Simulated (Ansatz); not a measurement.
# Mg4MnSn, from a guessed structure to a relaxed one, part 2 of 2

This structure for Mg4MnSn is made up. Its elements were placed in a known structure type with a cell scaled to their sizes. What cell does the guess relax to, and how far off was it?

Ansatz 0.2.0; DFT, PBEsol, plane-wave PAW, files of the set soft_1, scalar-relativistic, ferromagnetic start, cell and ions relaxed at zero pressure; PAW set soft_1 (the session's first sound run).

So far: The starting structure; Relaxation of the guess.

**2. Relaxation of the guess (continued)**

Relaxation path:

```csv
step,energy less that of the first step (eV),largest force component (eV/Å),pressure (GPa),volume (Å³)
1,0.0000,0.2055,3.85,120.20
2,-0.1219,0.0690,0.42,129.04
3,-0.1252,0.0039,0.03,130.26
4*,-0.1267,0.0039,0.04,130.26
```

Relaxation steps marked * repeat the geometry before them on a plane-wave basis chosen anew for their cell, so energy and pressure can jump there.

The run keeps the 24 symmetry operations that it works with, so distortions that break them were not tested.

```csv
"conventional cell, symmetrised",before,after,change
a (Å),7.834,8.047,+2.7 %
b (Å),7.834,8.047,+2.7 %
c (Å),7.834,8.047,+2.7 %
volume (Å³/atom),20.03,21.71,+8.4 %
```

The atoms that moved most (Å, as changes of fractional coordinates times the final cell):

```csv
atom,dx,dy,dz,length
Mg5,0.011,0.011,0.011,0.019
Mg4,-0.011,0.011,-0.011,0.019
Mg6,0.011,-0.011,-0.011,0.019
Mg3,-0.011,-0.011,0.011,0.019
```

Numbers from this step:

| Property | Result |
| --- | --- |
| free energy | -17464.8548 eV |
| energy at zero smearing | -17464.8359 eV |
| smearing term TS | 0.03765 eV |
| Fermi energy | 7.940 eV |
| magnetization | 3.934 μB |
| absolute magnetization | 4.624 μB |
| site moments | -0.01384, 4.185, -0.03447, -0.03447, -0.03447, -0.03447 μB |
| electrons | 69 |
| symmetry operations | 24 |
| pressure | 0.03699 GPa |

Site moment by atom:

```csv
atom,site moment (μB)
Sn1,-0.01
Mn2,4.18
Mg3,-0.03
Mg4,-0.03
Mg5,-0.03
Mg6,-0.03
```

The shortest distance of each pair, which need not be the same contact before and after:

```csv
pair,guess (Å),relaxed (Å)
Mg–Mg,2.752,2.833
Mg–Mn,3.250,3.335
Mg–Sn,3.246,3.337
Mn–Sn,3.392,3.484
```

The relaxation ends with a largest force component of 0.0039 eV/Å and a pressure of 0.04 GPa.

**3. Bands of the relaxed cell**

A second self-consistent run takes a narrower smearing and the mesh shown in its input; the bands follow along the standard path of the relaxed lattice.

This step: DFT, PBEsol, plane-wave PAW, files of the set soft_1, scalar-relativistic, ferromagnetic start, bands and density of states at the relaxed cell; PAW set soft_1 (Ansatz 0.2.0).

Contents of input.yaml:

```yaml
crystal:
  lattice:
    - [0.0, 4.0233798647, 4.0233798647]
    - [4.0233798647, 0.0, 4.0233798647]
    - [4.0233798647, 4.0233798647, 0.0]
  atoms:
    - { symbol: Sn, position: [0.0, 0.0, 0.0] }
    - { symbol: Mn, position: [0.75, 0.75, 0.75], spin: 4.2 }
    - { symbol: Mg, position: [0.3755413801, 0.3755413801, 0.8733758598] }
    - { symbol: Mg, position: [0.3755413801, 0.8733758598, 0.3755413801] }
    - { symbol: Mg, position: [0.3755413801, 0.3755413801, 0.3755413801] }
    - { symbol: Mg, position: [0.8733758598, 0.3755413801, 0.3755413801] }
magnetization:
  spin_polarized: true
kpoints:
  mp_grid: { grid: [8, 8, 8] }
  band_path:
    path:
      - [[0.0, 0.0, 0.0], [0.5, 0.0, 0.5], [0.5, 0.25, 0.75], [0.375, 0.375, 0.75], [0.0, 0.0, 0.0], [0.5, 0.5, 0.5], [0.625, 0.25, 0.625], [0.5, 0.25, 0.75], [0.5, 0.5, 0.5], [0.375, 0.375, 0.75]]
      - [[0.625, 0.25, 0.625], [0.5, 0.0, 0.5]]
    npoints: 8
scf:
  occupations: { method: fermi_dirac, width: 0.03 }
  n_extra_bands: 13
hamiltonian:
  xc: pbesol
  pseudopotentials: { kind: paw, azcp: { folder: soft_1 }, xc_functional: pbe }
output:
  forces: true
  stress: true
  write_bands: true
  dos: { projected: true }
  write_density: true
  write_potential: true
  elf: true
  volumetric_format: npy
```

Command:

```bash
> ansatz run input.yaml --threads 4 --pin off --max-ram 10240MiB --backend cpu --events-out ev --progress --plain --runs-dir out
```

Numbers of over 12 decimals in the logs are rounded to 6 here.

What it wrote:

```text
[...]
Crystal: 6 atoms, lattice volume = 130.258 Å³
Basis set: ecut = 420 eV, 2637 PW (Γ), exchange–correlation on 80×80×80 points (8 copies of the dense FFT grid, shifted against one another)
Bands: 48, of which v1, the nominal top of the filled ones, is band 35 counted from 1 (34 counted from 0)
Symmetry: 24 space group operations
[...]
k-points: 29 of 512 (time reversal used)
[...]
Starting moments: Σ|m| = 4.2 μB on 1 of 6 sites
[...]
SCF iter   1: F=—  HF=-17465.188253 eV  |F-HF|=—  |Δ(HF+E_count)|=         —  Δρ=2.62e-2 (↑2.62e-2 ↓2.08e-2)  dr2=4.41e0  dr2_m=1.59e-2  M=3.927 μB ∫|m|=4.373 μB  β_m=0.30  ethr=3.10e-3  ⟨swp⟩=8.2  Hψ=12203  notcnv=0  defer=22
[...]
SCF iter  12: F=-17464.850380 eV  HF=-17464.850380 eV  |F-HF|=3.59e-9  |Δ(HF+E_count)|=  1.09e-11  Δρ=1.00e-6 (↑4.70e-7 ↓1.00e-6)  dr2=3.93e-9  dr2_m=9.25e-11  M=3.981 μB ∫|m|=4.626 μB  ethr=2.92e-12  ⟨swp⟩=12.3  Hψ=17223  notcnv=0
SCF 1 converged in 12 iterations: F = -17464.850380 eV  dr2 = 3.93e-9
[...]
NSCF: frozen V_eff on 82 k-points
SCF converged after 12 iterations
Magnetization: 3.9809 μB (36.4904 up, 32.5096 down)
Absolute magnetization: 4.6270 μB (∫|ρ↑−ρ↓|, with the PAW one-centre terms)
[...]
Per-site moments (μB) at R_I (Å): [(-0.028309, 1.376649), (4.206633, 1.375566), (-0.031494, 1.168463), (-0.031494, 1.168463), (-0.031494, 1.168463), (-0.031494, 1.168463)]
Free energy (F): -17464.850380 eV
[...]
Internal energy: -17464.838614 eV  (E = F + TS)
E sigma→0 (E₀):  -17464.844497 eV
Entropy (-TS):   -0.011766 eV (-1.961 meV/atom)
Fermi energy:    7.897380 eV
[...]
--- Forces (eV/Å), atoms counted from 1 ---
  atom   1  Sn    -0.00000000     0.00000000    -0.00000000
  atom   2  Mn    -0.00000000     0.00000000     0.00000000
  atom   3  Mg     0.01181307     0.01181307    -0.01181307
  atom   4  Mg     0.01181307    -0.01181307     0.01181307
  atom   5  Mg    -0.01181307    -0.01181307    -0.01181307
  atom   6  Mg    -0.01181307     0.01181307     0.01181307
  max |Σ_I F_I| component: 4.34e-17 eV/Å
--- Stress (GPa, compression-positive) ---
        0.028592       0.000000      -0.000000
        0.000000       0.028592       0.000000
       -0.000000       0.000000       0.028592
  P = ⅓ Tr σ = 0.0286 GPa (0.286 kbar)
--- Band table (eV; the first three rows and the last of 58) ---
  k-point 0 ↑: bands = [... 31 lower, 4.9352, 6.6980, 6.9529, 6.9529, 6.9529, 7.6816, 7.6816, 7.6816, ... 9 higher]
  k-point 1 ↑: bands = [... 31 lower, 5.0164, 6.0387, 6.7385, 6.7385, 6.8840, 7.9449, 7.9449, 8.0398, ... 9 higher]
  k-point 2 ↑: bands = [... 31 lower, 5.1648, 5.4189, 6.4538, 6.4538, 6.7745, 7.9259, 7.9259, 8.2382, ... 9 higher]
  k-point 28 ↓: bands = [... 31 lower, 7.4165, 7.6870, 8.3059, 8.6003, 9.0522, 9.0750, 9.3445, 11.5353, ... 9 higher]
```

The job ended after 24 s (4 threads of AMD EPYC 7B13 (Zen 3), shared host; peak memory 0.84 GiB).

In the SCF lines HF is the Harris–Foulkes energy and dr2 the Hartree energy of the density residual, in eV; the loop may stop once dr2 is under the threshold and the program's other checks hold. Hψ counts applications of the Hamiltonian.

Numbers from this step:

* free energy: -17464.8504 eV
* energy at zero smearing: -17464.8445 eV
* smearing term TS: 0.01177 eV
* Fermi energy: 7.897 eV
* magnetization: 3.981 μB
* absolute magnetization: 4.627 μB
* site moments: -0.02831, 4.207, -0.03149, -0.03149, -0.03149, -0.03149 μB
* pressure: 0.02859 GPa

From bands.tsv, the bands that come nearest the Fermi level along the path, at its corners, in eV from the Fermi level:

```
point  band_36_up  band_37_up  band_38_up  band_31_dn  band_32_dn  band_33_dn  band_34_dn  band_35_dn
    Γ       -0.22       -0.22       -0.22       -0.11       -0.11       -0.11       -0.03       -0.03
    X        2.37        2.76        2.97        0.39        0.40        0.40        0.80        1.11
    W       -0.32        0.35        3.38       -0.48       -0.21        0.41        0.70        1.15
    K        0.77        1.59        1.61        0.09        0.18        0.34        0.61        1.15
    Γ       -0.22       -0.22       -0.22       -0.11       -0.11       -0.11       -0.03       -0.03
    L       -0.39       -0.39        1.72       -1.01       -1.01        0.34        0.34        1.14
    U        0.77        1.59        1.61        0.09        0.18        0.34        0.61        1.15
    W       -0.32        0.35        3.38       -0.48       -0.21        0.41        0.70        1.15
    L       -0.39       -0.39        1.72       -1.01       -1.01        0.34        0.34        1.14
    K        0.77        1.59        1.61        0.09        0.18        0.34        0.61        1.15
    U        0.77        1.59        1.61        0.09        0.18        0.34        0.61        1.15
    X        2.37        2.76        2.97        0.39        0.40        0.40        0.80        1.11
```

**4. What came out**

* space group, relaxed: F-43m
* conventional cell: a = 8.047, b = 8.047, c = 8.047 Å; α = 90.0°, β = 90.0°, γ = 90.0°
* volume per atom: 21.71 Å³ (guess 20.03)
* total moment: 3.93 μB in the cell of 6 atoms

What this shows: Mg4MnSn relaxes to F-43m with a = 8.047, b = 8.047 and c = 8.047 Å. The guessed volume was 8 % too small. The space group F-43m was held in the relaxation, so the end point is a stationary structure within it and may be a saddle against distortions or other arrangements. The input starts from parallel moments, and no other start was typed. Bands cross the Fermi level, so it is a metal or semimetal at this level. On the 8×8×8 mesh with the narrower smearing (relaxed on 6×6×6) the largest force component is 0.012 eV/Å and the largest stress component is 0.029 GPa, within the relaxation's thresholds of 0.015 eV/Å and 0.05 GPa. The cutoff wasn't tested. No dispersion term is used, so weakly bound directions may come out too long. Nothing here tests whether the compound is stable against decomposition.

[Logs are printed without paths, hosts, clocks, repeated set-up lines and the standing remarks that a program may print on its own settings, such as how far it seeks lower states.]

[Hosts, paths, dates, database ids (printed as entryN), source tags and the programs' standing remarks are cut or masked in the printed files.]
